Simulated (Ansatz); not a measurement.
**What In2S (model cell, started as cuprite) distorts into**

Which phase does In2S (model cell, started as cuprite) fall into along its unstable mode, and how much energy does it gain?

Main program and level: Ansatz 0.2.0; DFT PBEsol, scalar-relativistic, plane waves, PAW.

Report form: the programs' logs are mostly left out.

The structure was built from a prototype and need not be the compound's stable phase.

## Step 1: The starting structure

The structure is cubic, space group Pn-3m (No. 224). The conventional cell has a = 6.290 Å, b = 6.290 Å, c = 6.290 Å, α = 90.00°, β = 90.00°, γ = 90.00°. Nearest to S lie 4 In at 2.72 Å. In has 2 S at 2.72 Å nearest. Farther neighbours and most contacts between anions are not listed.

As a file:

```cif
data_structure
_symmetry_space_group_name_H-M 'Pn-3m:1'
_symmetry_Int_Tables_number 224
_cell_length_a 6.2898
_cell_length_b 6.2898
_cell_length_c 6.2898
_cell_angle_alpha 90.000
_cell_angle_beta 90.000
_cell_angle_gamma 90.000
_cell_volume 248.84
loop_
_atom_site_label
_atom_site_type_symbol
_atom_site_symmetry_multiplicity
_atom_site_Wyckoff_symbol
_atom_site_fract_x
_atom_site_fract_y
_atom_site_fract_z
_atom_site_occupancy
S1 S 2 a 0.00000 0.00000 0.00000 1
In1 In 4 b 0.25000 0.25000 0.25000 1
```

## Step 2: Response at finite wavevector

The cell comes from relaxations at this level that are not shown. Stability and thermal properties need the whole zone. Linear response on a 2×2×2 q mesh gives force constants as far as a supercell of that size would.

File input.yaml:

```yaml
crystal:
  lattice:
    - [6.2898146533, 0.0, 0.0]
    - [0.0, 6.2898146533, 0.0]
    - [0.0, 0.0, 6.2898146533]
  atoms:
    - { symbol: S, position: [0.0, 0.0, 0.0] }
    - { symbol: S, position: [0.5, 0.5, 0.5] }
    - { symbol: In, position: [0.25, 0.25, 0.25] }
    - { symbol: In, position: [0.75, 0.75, 0.25] }
    - { symbol: In, position: [0.75, 0.25, 0.75] }
    - { symbol: In, position: [0.25, 0.75, 0.75] }
kpoints:
  mp_grid: { grid: [6, 6, 6] }
hamiltonian:
  xc: pbesol
scf:
  occupations: { method: methfessel_paxton, width: 0.2 }
output:
  eigenvalues: true
phonons:
  method: dfpt
  qmesh: [2, 2, 2]
  temperatures: { t_max: 1000, t_step: 50 }
  qpath:
    path:
      - [[0.0, 0.0, 0.0], [0.0, 0.5, 0.0], [0.5, 0.5, 0.0], [0.0, 0.0, 0.0], [0.5, 0.5, 0.5], [0.0, 0.5, 0.0]]
      - [[0.5, 0.5, 0.5], [0.5, 0.5, 0.0]]
    npoints: 10
```

Launch:

```sh
$ ansatz run input.yaml --threads 8 --pin off --max-ram 14336MiB --backend cpu --events-out ev --progress --plain --runs-dir out
```

It took 2.6 min on 8 threads of Arm Neoverse V2, shared host; peak memory 3.1 GiB.

This step gave:

```yaml
volume_per_atom: 41.47 Å³
gap_on_the_k_mesh: 0 eV
sum_rule_residual_before_enforcement: 3.61e-5 eV/Å²
lowest_frequency_on_the_path: -235.2 cm⁻¹
point_group: m-3m
highest_frequency_on_the_path_or_at_a_solved_wavevector: 136.7 cm⁻¹
highest_optical_mode_at_the_zone_centre_no_lo_to_term: 128.0 cm⁻¹
lowest_optical_zone_centre_mode: -220.1 cm⁻¹
lowest_mode_on_the_q_mesh_acoustic_modes_at_gamma_apart: -228.9 cm⁻¹
```

Frequencies (cm⁻¹) solved at each irreducible wavevector; negative means imaginary. Frequencies by wavevector, by row:

| q in reciprocal lattice units | star | mode 1 | mode 2 | mode 3 | mode 4 | mode 16 | mode 17 | mode 18 |
| --- | --- | --- | --- | --- | --- | --- | --- | --- |
| 0 0 0 | 1 | -220.1 | -220.1 | -220.1 | -189.9 | 47.9 | 47.9 | 128 |
| 0 0 -0.5 | 3 | -228.9 | -228.9 | -182.5 | -182.5 | 53.7 | 88.6 | 88.6 |
| 0 -0.5 -0.5 | 3 | -225.8 | -225.8 | -187.4 | -187.4 | 50.4 | 92.6 | 92.6 |
| -0.5 -0.5 -0.5 | 1 | -215.7 | -215.7 | -215.7 | -157.6 | 57.5 | 57.5 | 136.7 |

Interpolated from a 2×2×2 q mesh. The phonon branches at the labelled points (cm⁻¹):

```
    point  branch 1  branch 2  branch 3  branch 4  branch 15  branch 16  branch 17  branch 18
        Γ      -220      -220      -220      -190         48         48         48        128
  halfway      -230      -230      -205      -183         49         49         56        117
        X      -229      -229      -182      -182         54         54         89         89
  halfway      -229      -229      -183      -183         51         51         92         92
        M      -226      -226      -187      -187         50         50         93         93
  halfway      -235      -217      -214      -150         46         51         68        110
        Γ      -220      -220      -220      -190         48         48         48        128
  halfway      -226      -220      -220      -138         47         47         72        112
        R      -216      -216      -216      -158         58         58         58        137
  halfway      -227      -224      -203      -161         51         53         70        115
        X      -229      -229      -182      -182         54         54         89         89
jump to R      -216      -216      -216      -158         58         58         58        137
  halfway      -222      -222      -209      -164         54         54         57        124
        M      -226      -226      -187      -187         50         50         93         93
```

Symmetry leaves 4 wavevectors to solve. The lowest mode among them, the acoustic zeros apart, lies at q = (0, 0, -0.5) and is imaginary, 228.9i cm⁻¹, so the energy falls along it. Between them the interpolated path dips to 235i cm⁻¹.

## Step 3: The mode frozen in, largest atomic shift 0 Å

The mode followed lies at q = (0, 0, -0.5) with frequency 228.9i cm⁻¹ and is 2-fold degenerate, the softest among the wavevectors solved. At small amplitude the distorted cell has space group no. 95 by a symmetry search on the positions. The undistorted cell that holds it gives the zero of energy on the same k mesh.

System of this step: In2S (model cell, started as cuprite). It takes space group Pn-3m (No. 224, cubic). Conventional cell: a = 6.290 Å, b = 6.290 Å, c = 6.290 Å, α = 90.00°, β = 90.00°, γ = 90.00°. S has 4 In at 2.72 Å nearest. Nearest to In lie 2 S at 2.72 Å. Farther neighbours and most contacts between anions are not listed.

File input.yaml:

```yaml
crystal:
  lattice:
    - [6.2898146533, 0.0, 0.0]
    - [0.0, 6.2898146533, 0.0]
    - [0.0, 0.0, 12.5796293066]
  atoms:
    - { symbol: S, position: [0.0, 0.0, 0.5] }
    - { symbol: S, position: [0.0, 0.0, 0.0] }
    - { symbol: S, position: [0.5, 0.5, 0.25] }
    - { symbol: S, position: [0.5, 0.5, 0.75] }
    - { symbol: In, position: [0.25, 0.25, 0.125] }
    - { symbol: In, position: [0.25, 0.25, 0.625] }
    - { symbol: In, position: [0.75, 0.75, 0.125] }
    - { symbol: In, position: [0.75, 0.75, 0.625] }
    - { symbol: In, position: [0.75, 0.25, 0.375] }
    - { symbol: In, position: [0.75, 0.25, 0.875] }
    - { symbol: In, position: [0.25, 0.75, 0.375] }
    - { symbol: In, position: [0.25, 0.75, 0.875] }
kpoints:
  mp_grid: { grid: [6, 6, 4] }
hamiltonian:
  xc: pbesol
scf:
  occupations: { method: methfessel_paxton, width: 0.2 }
output:
  forces: true
  stress: true
  eigenvalues: true
```

It took 8.8 s on 8 threads; peak memory 2.3 GiB.

Numbers from this step:

| Property | Result |
| --- | --- |
| pressure | 0.01348 GPa |
| energy from the undistorted cell | 0 meV/atom |

The run ends at a pressure of 0.01 GPa.

## Step 4: The mode frozen in, largest atomic shift 0.6 Å

The atoms are moved along the unstable eigenvector, the largest shift by 0.6 Å, with the cell fixed.

File input.yaml:

```yaml
crystal:
  lattice:
    - [6.2898146533, 0.0, 0.0]
    - [0.0, 6.2898146533, 0.0]
    - [0.0, 0.0, 12.5796293066]
  atoms:
    - { symbol: S, position: [0.0953923181, 0.0, 0.5] }
    - { symbol: S, position: [-0.0953923181, 0.0, 0.0] }
    - { symbol: S, position: [0.5, 0.5953923181, 0.25] }
    - { symbol: S, position: [0.5, 0.4046076819, 0.75] }
    - { symbol: In, position: [0.2563918364, 0.2436081636, 0.125] }
    - { symbol: In, position: [0.2436081636, 0.2563918364, 0.625] }
    - { symbol: In, position: [0.7563918364, 0.7436081636, 0.125] }
    - { symbol: In, position: [0.7436081636, 0.7563918364, 0.625] }
    - { symbol: In, position: [0.7436081636, 0.2436081636, 0.375] }
    - { symbol: In, position: [0.7563918364, 0.2563918364, 0.875] }
    - { symbol: In, position: [0.2436081636, 0.7436081636, 0.375] }
    - { symbol: In, position: [0.2563918364, 0.7563918364, 0.875] }
kpoints:
  mp_grid: { grid: [6, 6, 4] }
hamiltonian:
  xc: pbesol
scf:
  occupations: { method: methfessel_paxton, width: 0.2 }
output:
  forces: true
  stress: true
  eigenvalues: true
```

Elapsed: 14 s, on 8 threads; peak memory 2 GiB.

Numbers from this step:

```yaml
pressure: -0.6247 GPa
energy_from_the_undistorted_cell: -71.36 meV/atom
```

The energy, extrapolated to zero smearing, is -71.36 meV/atom against the undistorted cell.

The run ends at a pressure of -0.62 GPa, with forces up to 1.0 eV/Å.

## Step 5: Energy along the mode, all amplitudes (two of the runs are shown above)

An imaginary frequency means negative curvature, so the energy should fall and then rise again as anharmonic terms take over.

This step gave:

```
depth at the lowest point sampled  : 71.36 meV/atom
largest atomic shift at that point : 0.6 Å
```

The energy from the parent by largest atomic shift:

| largest atomic shift (Å) | energy from the parent (meV/atom) |
| --- | --- |
| 0.000 | 0 |
| 0.040 | -1.42 |
| 0.080 | -4.71 |
| 0.140 | -11.7 |
| 0.220 | -23.4 |
| 0.320 | -39.6 |
| 0.450 | -59.8 |
| 0.600 | -71.4 |

Displacement at unit largest shift by atom:

```csv
atom,x (Å),y (Å),z (Å),size
S1,1.00,0.00,0.00,1.00
S2,-1.00,0.00,0.00,1.00
S3,0.00,1.00,0.00,1.00
S4,0.00,-1.00,0.00,1.00
In5,0.07,-0.07,0.00,0.09
In6,-0.07,0.07,0.00,0.09
In7,0.07,-0.07,0.00,0.09
In8,-0.07,0.07,0.00,0.09
In9,-0.07,-0.07,0.00,0.09
In10,0.07,0.07,0.00,0.09
In11,-0.07,-0.07,0.00,0.09
In12,0.07,0.07,0.00,0.09
```

The lowest of the steps tried is the last one, at 0.6 Å, 71.4 meV/atom below the parent; the bottom of the well need not coincide with a step.

## Step 6: Relaxing from the distorted cell

Starting from the lowest point found, all atoms and the cell are let go, so that strain and other modes of the same symmetry can join in.

Changes to input.yaml since step 4:

```diff
@@ -28 +28,6 @@
   eigenvalues: true
+relax:
+  adjacent_minimum: "off"
+  f_tol: 0.002
+  max_steps: 120
+  cell: { stress_tol: 0.03 }
```

Run time: 6 min. Hardware: 8 threads; peak memory 2.2 GiB; 47 min of CPU time.

Relaxation path:

```csv
step,energy less that of the first step (eV),largest force component (eV/Å),pressure (GPa),volume (Å³)
1,0.0000,0.7367,-0.62,497.67
2,-0.9328,0.8069,-0.95,486.11
3,-1.9980,0.7923,-1.25,471.25
4,-3.0796,0.5887,-1.54,452.13
5,-3.9893,0.2149,-1.54,424.51
6,-4.4635,0.1432,-0.78,392.32
7,-4.8431,0.1790,-0.28,368.54
8,-5.2291,0.1919,-0.27,349.60
9,-5.4971,0.1692,0.21,333.86
10,-5.6200,0.0460,0.50,327.71
11,-5.6414,0.1239,-0.66,339.56
12,-5.7225,0.1207,-0.46,339.77
13,-5.7572,0.3039,0.10,339.54
14,-5.4913,0.5486,-0.45,335.57
15,-5.8374,0.0692,-0.11,336.12
16,-5.8486,0.0168,0.06,333.87
17,-5.8498,0.0073,-0.02,334.24
18,-5.8499,0.0010,0.00,334.08
19*,-5.8460,0.0010,-0.02,334.08
20,-5.8461,0.0006,0.01,333.72
21*,-5.8461,0.0006,0.01,333.72
```

Relaxation steps marked * repeat the geometry before them on a plane-wave basis chosen anew for their cell, so energy and pressure can jump there. Relaxation step 14 was tried and not accepted.

The run keeps the 8 symmetry operations that it works with, so distortions that break them were not tested.

```csv
cell as run,before,after,change
a (Å),6.290,6.612,+5.1 %
b (Å),6.290,6.612,+5.1 %
c (Å),12.580,7.632,-39.3 %
volume (Å³/atom),41.47,27.81,-32.9 %
```

The atoms that moved most (Å, as changes of fractional coordinates times the final cell):

```csv
atom,dx,dy,dz,length
In6,-0.602,0.602,0.000,0.851
In11,-0.602,-0.602,0.000,0.851
In10,0.602,0.602,0.000,0.851
In7,0.602,-0.602,0.000,0.851
In5,0.271,-0.271,0.000,0.384
In9,-0.271,-0.271,0.000,0.384
In12,0.271,0.271,0.000,0.384
In8,-0.271,0.271,0.000,0.384
```

Final coordinates:

```xyz
12
Lattice="6.6124 0.0000 0.0000 0.0000 6.6124 0.0000 0.0000 0.0000 7.6323" Properties=species:S:1:pos:R:3 pbc="T T T"
S     0.7219    0.0000    3.8162
S    -0.7219    0.0000    0.0000
S     3.3062    4.0281    1.9081
S     3.3062    2.5843    5.7243
In    1.9668    1.3394    0.9540
In    1.0090    2.2972    4.7702
In    5.6034    4.3153    0.9540
In    4.6456    5.2730    4.7702
In    4.6456    1.3394    2.8621
In    5.6034    2.2972    6.6783
In    1.0090    4.3153    2.8621
In    1.9668    5.2730    6.6783
```

Numbers from this step:

```
pressure        : 0.006025 GPa
volume per atom : 27.81 Å³
```

The distorted start has space group P4_322; the relaxation ends in P4_322.

## Step 7: Outcome

```
unstable mode of the parent                                                      : q = (0, 0, -0.5), 229i cm⁻¹
depth at the lowest point sampled                                                : 71.4 meV/atom
largest atomic shift at that point                                               : 0.6 Å
space group reached (within 0.01 Å)                                              : P4_322
energy gained over the parent (first relaxation, on the mesh of the frozen mode) : 559 meV/atom
volume per atom, phase reached                                                   : 27.8 Å³
```

What this shows: Along this mode the structure falls into P4_322, 559 meV/atom below the parent. At the parent's cell the well is 71.36 meV/atom deep on the steps tried, with its lowest point at a shift of 0.6 Å. That is the last step tried, so the steps alone don't bracket the bottom of the well. Relaxing atoms and cell changes the gain by +487.41 meV/atom against the lowest step (energies at zero smearing). Most of the total comes from this relaxation. The modes of the phase reached were not computed on this path. Of the 5 patterns followed to their end from this parent, this one ends 128 meV/atom above the lowest, Pmma. Each path keeps the symmetry of its pattern, so a lower phase may lie along a pattern not tried. With no gap, or one that is small against the smearing, the frequencies hang on the k mesh and the smearing, most of all near Kohn anomalies. The volume moved by more than a tenth on the k mesh of the start, so the energy gain is rough. The starting cell was built on a prototype and not taken from a measurement, so the phase need not exist.

[Logs are printed without paths, hosts, clocks, repeated set-up lines and the standing remarks that a program may print on its own settings, such as how far it seeks lower states.]

[Hosts, paths, dates, database ids (printed as entryN), source tags and the programs' standing remarks are cut or masked in the printed files.]
